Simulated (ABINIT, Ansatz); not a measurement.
## Titanium (P6_3/mmc): phonons by linear response

Aim: the phonon dispersion of Titanium (P6_3/mmc), checked by a second program.

Method: DFT PBEsol, scalar-relativistic, plane waves, PseudoDojo norm-conserving pseudopotentials, in ABINIT 10.8.3.

## 1. Set-up

It takes space group P6_3/mmc (No. 194, hexagonal). The conventional cell has a = 2.950 Å, b = 2.950 Å, c = 4.680 Å, α = 90.00°, β = 90.00°, γ = 120.00°. Nearest to Ti lie 12 Ti at 2.89 to 2.95 Å.

## 2. A probe with smearing

A first run with smearing and empty bands tells whether the crystal has a gap, which decides between fixed occupations and smearing later on.

File probe.abi:

```
# ground state
tolvrs 1.0d-08
prtden 1
prtwf 1

# basis, mesh and filling
ecut 38.0
ngkpt 9 9 4
nshiftk 1
shiftk 0.0 0.0 0.0
istwfk *1
occopt 7
tsmear 0.005
nband 19
nstep 100
diemac 9.0
prtebands 0
prtgsr 0

# cell and atoms
acell 5.574692068 5.574692068 8.843918263
rprim 
    1.0 0.0 0.0
    -0.5 0.8660254038 0.0
    0.0 0.0 1.0
ntypat 1
znucl 22
natom 2
typat 1 1
xred 
    1/3 2/3 0.25
    2/3 1/3 0.75
pp_dirpath "./pseudo"
pseudos "Ti.upf"
```

The run is started by

```console
OMP_NUM_THREADS=1 mpirun -n 16 abinit probe.abi > probe.log
```

Numbers of over 12 decimals in the logs are rounded to 6 here.

probe.abo, the main output file:

```text
[banners, grids, parts of the stress and lines that vanish by symmetry left out]
- input  file    -> probe.abi
- output file    -> probe.abo
- root for input  files -> probei
[...]
Symmetries : space group P6_3/m m c (#194); Bravais hP (primitive hexag.)
[...]
mpw =        2689          nfft =       51200          nkpt =          36
[...]
== DATASET  1 ==================================================================
[...]
-    --> not optimal distribution: autoparal keyword recommended in input file <--
[...]
cutoff_energies: {ecut:  38.0, pawecutdg:  -1.0, }
[...]
ETOT  1  -118.48885991102    -1.185E+02 2.111E-01 9.073E+01
 ETOT  2  -118.57249341149    -8.363E-02 7.949E-02 9.003E+01
 ETOT  3  -118.60072307750    -2.823E-02 1.123E-02 3.035E-01
 ETOT  4  -118.60092975663    -2.067E-04 1.078E-02 4.756E-03
 ETOT  5  -118.60093790787    -8.151E-06 5.842E-03 2.000E-04
[...]
ETOT  9  -118.60093859281    -1.617E-09 9.027E-04 1.378E-08
 ETOT 10  -118.60093859309    -2.752E-10 1.241E-03 1.652E-11
 At SCF step   10       vres2   =  1.65E-11 < tolvrs=  1.00E-08 =>converged.
[...]
sigma(1 1)=  1.90837889E-04  sigma(3 2)=  0.00000000E+00
  sigma(2 2)=  1.90837889E-04  sigma(3 1)=  0.00000000E+00
  sigma(3 3)=  2.30414163E-04  sigma(2 1)=  0.00000000E+00
[...]
convergence: {deltae: -2.752E-10, res2:  1.652E-11, residm:  1.241E-03, diffor: null, }
etotal    :  -1.18600939E+02
[...]
sigma(1 1)=  1.90837889E-04  sigma(3 2)=  0.00000000E+00
  sigma(2 2)=  1.90837889E-04  sigma(3 1)=  0.00000000E+00
  sigma(3 3)=  2.30414163E-04  sigma(2 1)=  0.00000000E+00
[...]
- sigma(1 1)=  5.61464455E+00  sigma(3 2)=  0.00000000E+00
- sigma(2 2)=  5.61464453E+00  sigma(3 1)=  0.00000000E+00
- sigma(3 3)=  6.77901871E+00  sigma(2 1)=  0.00000000E+00
[...]
fcart      1.2075309229E-29 -7.6688513373E-29 -8.5481534129E-32
           strten      1.9083788928E-04  1.9083788883E-04  2.3041416252E-04
================================================================================

[key lines of the parts left out:]
pressure_GPa:  -6.0028E+00
```

It took 5.9 s on 16 MPI ranks of Arm Neoverse V1, shared host; 92 s of CPU time.

Read from the output:

```yaml
volume_per_atom: 17.64 Å³
pressure: -6.003 GPa
gap_on_the_k_mesh: 0 eV
```

No gap opens on this mesh, so smearing is kept; the printed pressure holds the stress of the finite basis too.

## 3. Relaxing the cell and atoms

The harmonic expansion needs vanishing forces, and a free crystal bears no stress, so cell and atoms are brought to rest. Stress is more sensitive to the basis than forces are: the last 3 Ha under the cutoff are smoothed with ecutsm, and the cutoff is raised above that of the later runs.

File relax.abi:

```
# relaxation
ionmov 2
optcell 2
dilatmx 1.08
ntime 40
tolmxf 1.0d-05
tolvrs 1.0d-14
prtwf 0
prtden 0
chksymtnons 0

# basis, mesh and filling
ecut 47.0
ecutsm 3.0
ngkpt 12 12 6
nshiftk 1
shiftk 0.0 0.0 0.0
istwfk *1
occopt 7
tsmear 0.01
nband 19
nstep 100
diemac 1000000.0
prtebands 0
prtgsr 0

# cell and atoms
acell 5.574692068 5.574692068 8.843918263
rprim 
    1.0 0.0 0.0
    -0.5 0.8660254038 0.0
    0.0 0.0 1.0
ntypat 1
znucl 22
natom 2
typat 1 1
xred 
    1/3 2/3 0.25
    2/3 1/3 0.75
pp_dirpath "./pseudo"
pseudos "Ti.upf"
```

The run is started by

```console
OMP_NUM_THREADS=1 mpirun -n 16 abinit relax.abi > relax.log
```

relax.abo, the main output file:

```text
[banners, grids, parts of the stress and lines that vanish by symmetry left out]
- input  file    -> relax.abi
- output file    -> relax.abo
- root for input  files -> relaxi
[...]
Symmetries : space group P6_3/m m c (#194); Bravais hP (primitive hexag.)
[...]
mpw =        4661          nfft =       96000          nkpt =          76
[...]
== DATASET  1 ==================================================================
[...]
cutoff_energies: {ecut:  47.0, pawecutdg:  -1.0, }
[...]
ETOT  1  -118.47694740478    -1.185E+02 2.686E-01 1.746E+02
 ETOT  2  -118.57573128098    -9.878E-02 1.003E-01 1.543E+02
 ETOT  3  -118.60165058186    -2.592E-02 3.282E-02 6.341E-01
 ETOT  4  -118.60187560939    -2.250E-04 1.709E-02 1.867E-02
 ETOT  5  -118.60188553382    -9.924E-06 6.754E-03 1.068E-04
[...]
At SCF step   20       vres2   =  8.74E-15 < tolvrs=  1.00E-14 =>converged.
[...]
sigma(1 1)=  1.83805439E-04  sigma(3 2)=  0.00000000E+00
  sigma(2 2)=  1.83805439E-04  sigma(3 1)=  0.00000000E+00
  sigma(3 3)=  1.95596914E-04  sigma(2 1)=  0.00000000E+00
[...]
convergence: {deltae: -3.340E-12, res2:  8.737E-15, residm:  1.977E-04, diffor: null, }
etotal    :  -1.18601886E+02
[...]
ETOT  1  -118.59324515056    -1.186E+02 3.996E+03 6.047E+01
[...]
At SCF step   16       vres2   =  8.71E-15 < tolvrs=  1.00E-14 =>converged.
[...]
sigma(1 1)=  1.26059924E-04  sigma(3 2)=  0.00000000E+00
  sigma(2 2)=  1.26059924E-04  sigma(3 1)=  0.00000000E+00
  sigma(3 3)=  1.35699175E-04  sigma(2 1)=  0.00000000E+00
[...]
convergence: {deltae:  1.890E-12, res2:  8.713E-15, residm:  3.601E-03, diffor: null, }
etotal    :  -1.18602522E+02
[...]
ETOT  1  -118.56360758811    -1.186E+02 1.123E+02 2.599E+02
[...]
At SCF step   14       vres2   =  7.87E-15 < tolvrs=  1.00E-14 =>converged.
[...]
sigma(1 1)= -8.35719086E-06  sigma(3 2)=  0.00000000E+00
  sigma(2 2)= -8.35719135E-06  sigma(3 1)=  0.00000000E+00
  sigma(3 3)= -4.61651693E-06  sigma(2 1)=  0.00000000E+00
[...]
convergence: {deltae:  4.178E-12, res2:  7.865E-15, residm:  2.012E-05, diffor: null, }
etotal    :  -1.18603042E+02
[...]
ETOT  1  -118.60295013135    -1.186E+02 1.420E-05 6.364E-01
[...]
At SCF step   13       vres2   =  8.76E-15 < tolvrs=  1.00E-14 =>converged.
[...]
sigma(1 1)= -1.03720373E-06  sigma(3 2)=  0.00000000E+00
  sigma(2 2)= -1.03720422E-06  sigma(3 1)=  0.00000000E+00
  sigma(3 3)=  2.58148917E-06  sigma(2 1)=  0.00000000E+00
[...]
convergence: {deltae: -1.279E-12, res2:  8.760E-15, residm:  3.167E-06, diffor: null, }
etotal    :  -1.18603043E+02
[...]
ETOT  1  -118.60304346911    -1.186E+02 2.816E-06 3.393E-04
[...]
At SCF step    8       vres2   =  2.52E-15 < tolvrs=  1.00E-14 =>converged.
[...]
sigma(1 1)= -9.83704159E-07  sigma(3 2)=  0.00000000E+00
  sigma(2 2)= -9.83704657E-07  sigma(3 1)=  0.00000000E+00
  sigma(3 3)=  2.22566968E-06  sigma(2 1)=  0.00000000E+00
[...]
convergence: {deltae: -1.819E-12, res2:  2.515E-15, residm:  2.012E-06, diffor: null, }
etotal    :  -1.18603044E+02
[...]
ETOT  1  -118.60304081489    -1.186E+02 1.173E-04 1.545E-02
[...]
ETOT 11  -118.60304373328     9.663E-13 3.499E-06 5.013E-14
 ETOT 12  -118.60304373328    -9.379E-13 1.177E-06 1.540E-16
 At SCF step   12       vres2   =  1.54E-16 < tolvrs=  1.00E-14 =>converged.
[...]
sigma(1 1)= -2.40964977E-08  sigma(3 2)=  0.00000000E+00
  sigma(2 2)= -2.40969957E-08  sigma(3 1)=  0.00000000E+00
  sigma(3 3)= -1.96998396E-08  sigma(2 1)=  0.00000000E+00
[...]
convergence: {deltae: -9.379E-13, res2:  1.540E-16, residm:  1.177E-06, diffor: null, }
etotal    :  -1.18603044E+02
[...]
At Broyd/MD step   6, gradients are converged :
[...]
sigma(1 1)= -2.40964977E-08  sigma(3 2)=  0.00000000E+00
  sigma(2 2)= -2.40969957E-08  sigma(3 1)=  0.00000000E+00
  sigma(3 3)= -1.96998396E-08  sigma(2 1)=  0.00000000E+00
[...]
- sigma(1 1)= -7.08943439E-04  sigma(3 2)=  0.00000000E+00
- sigma(2 2)= -7.08958090E-04  sigma(3 1)=  0.00000000E+00
- sigma(3 3)= -5.79589292E-04  sigma(2 1)=  0.00000000E+00
[...]
fcart     -7.3638774944E-29  1.4171788845E-29 -9.0865660540E-32
           strten     -2.4096497709E-08 -2.4096995692E-08 -1.9699839642E-08
================================================================================

[key lines of the parts left out:]
pressure_GPa:   6.6583E-04
Total energy (etotal) [Ha]= -1.18603043733282E+02
```

The job ended after 2 min (16 MPI ranks).

Step by step:

| step | energy less that of the first step (eV) | largest force (eV/Å) | volume (Å³) |
| --- | --- | --- | --- |
| 1 | 0.0000 | 0.0000 | 35.27 |
| 2 | -0.0173 | 0.0000 | 34.68 |
| 3 | -0.0314 | 0.0000 | 33.46 |
| 4 | -0.0315 | 0.0000 | 33.52 |
| 5 | -0.0315 | 0.0000 | 33.52 |
| 6 | -0.0315 | 0.0000 | 33.52 |

| conventional cell, symmetrised | before | after | change |
| --- | --- | --- | --- |
| a (Å) | 2.950 | 2.902 | -1.6 % |
| b (Å) | 2.950 | 2.902 | -1.6 % |
| c (Å) | 4.680 | 4.594 | -1.8 % |
| volume (Å³/atom) | 17.64 | 16.76 | -5.0 % |

The relaxed structure:

```xyz
2
Lattice="2.9025 0.0000 0.0000 -1.4512 2.5136 0.0000 0.0000 0.0000 4.5941" Properties=species:S:1:pos:R:3 pbc="T T T"
Ti    0.0000    1.6757    1.1485
Ti    1.4512    0.8379    3.4456
```

Read from the output:

```
volume per atom : 16.76 Å³
pressure        : 6.66e-4 GPa
```

The volume changes by -5.0 % in this run and stands -5.0 % from the first cell.

## 4. Self-consistent run for the response

The response is built on these wavefunctions, so the potential is converged far more tightly than an energy would need. Smearing stays on, as the first look found no gap above 0.3 eV.

File gs.abi:

```
# ground state
tolvrs 1.0d-16
prtden 1
prtwf 1

# basis, mesh and filling
ecut 38.0
ngkpt 12 12 6
nshiftk 1
shiftk 0.0 0.0 0.0
istwfk *1
occopt 7
tsmear 0.01
nband 19
nstep 100
diemac 1000000.0
prtebands 0
prtgsr 0

# cell and atoms
acell 5.48483844 5.48483844 8.681617462
rprim 
    1.0 0.0 0.0
    -0.5 0.8660254038 0.0
    0.0 0.0 1.0
ntypat 1
znucl 22
natom 2
typat 1 1
xred 
    1/3 2/3 0.25
    2/3 1/3 0.75
pp_dirpath "./pseudo"
pseudos "Ti.upf"
```

The run is started by

```console
OMP_NUM_THREADS=1 mpirun -n 16 abinit gs.abi > gs.log
```

gs.abo, the main output file:

```text
[banners, grids, parts of the stress and lines that vanish by symmetry left out]
- input  file    -> gs.abi
- output file    -> gs.abo
- root for input  files -> gsi
[...]
Symmetries : space group P6_3/m m c (#194); Bravais hP (primitive hexag.)
[...]
mpw =        2568          nfft =       51200          nkpt =          76
[...]
== DATASET  1 ==================================================================
[...]
cutoff_energies: {ecut:  38.0, pawecutdg:  -1.0, }
[...]
ETOT  1  -118.49166335366    -1.185E+02 2.706E-01 8.675E+01
 ETOT  2  -118.58131542834    -8.965E-02 5.941E-02 7.050E+01
 ETOT  3  -118.60278040254    -2.146E-02 2.094E-02 2.435E-01
 ETOT  4  -118.60294899761    -1.686E-04 1.010E-02 2.199E-03
 ETOT  5  -118.60295445891    -5.461E-06 9.409E-03 7.287E-05
[...]
ETOT 16  -118.60295485998    -2.473E-12 7.594E-04 2.412E-15
 ETOT 17  -118.60295485998     0.000E+00 2.368E-04 1.599E-17
 At SCF step   17       vres2   =  1.60E-17 < tolvrs=  1.00E-16 =>converged.
[...]
sigma(1 1)=  6.61736704E-06  sigma(3 2)=  0.00000000E+00
  sigma(2 2)=  6.61736655E-06  sigma(3 1)=  0.00000000E+00
  sigma(3 3)=  6.46955850E-06  sigma(2 1)=  0.00000000E+00
[...]
convergence: {deltae:  0.000E+00, res2:  1.599E-17, residm:  2.368E-04, diffor: null, }
etotal    :  -1.18602955E+02
[...]
sigma(1 1)=  6.61736704E-06  sigma(3 2)=  0.00000000E+00
  sigma(2 2)=  6.61736655E-06  sigma(3 1)=  0.00000000E+00
  sigma(3 3)=  6.46955850E-06  sigma(2 1)=  0.00000000E+00
[...]
- sigma(1 1)=  1.94689660E-01  sigma(3 2)=  0.00000000E+00
- sigma(2 2)=  1.94689645E-01  sigma(3 1)=  0.00000000E+00
- sigma(3 3)=  1.90340982E-01  sigma(2 1)=  0.00000000E+00
[...]
fcart      0.0000000000E+00 -5.6687155379E-29 -9.0865660538E-32
           strten      6.6173670443E-06  6.6173665461E-06  6.4695584972E-06
================================================================================

[key lines of the parts left out:]
pressure_GPa:  -1.9324E-01
```

Run time: 12 s. Hardware: 16 MPI ranks; 3.1 min of CPU time.

Read from the output:

```yaml
pressure: -0.1932 GPa
```

The cell stands at -0.19 GPa: the relaxation ran with a smoothed and higher cutoff, and the difference is a stress of the finite basis.

(Part 1 of 4 ends here.)

[Host names and launcher messages were left out of these logs when they were recorded.]

[Logs are printed without paths, hosts, clocks, repeated set-up lines and the standing remarks that a program may print on its own settings, such as how far it seeks lower states.]

[Hosts, paths, dates, database ids (printed as entryN), source tags and the programs' standing remarks are cut or masked in the printed files.]
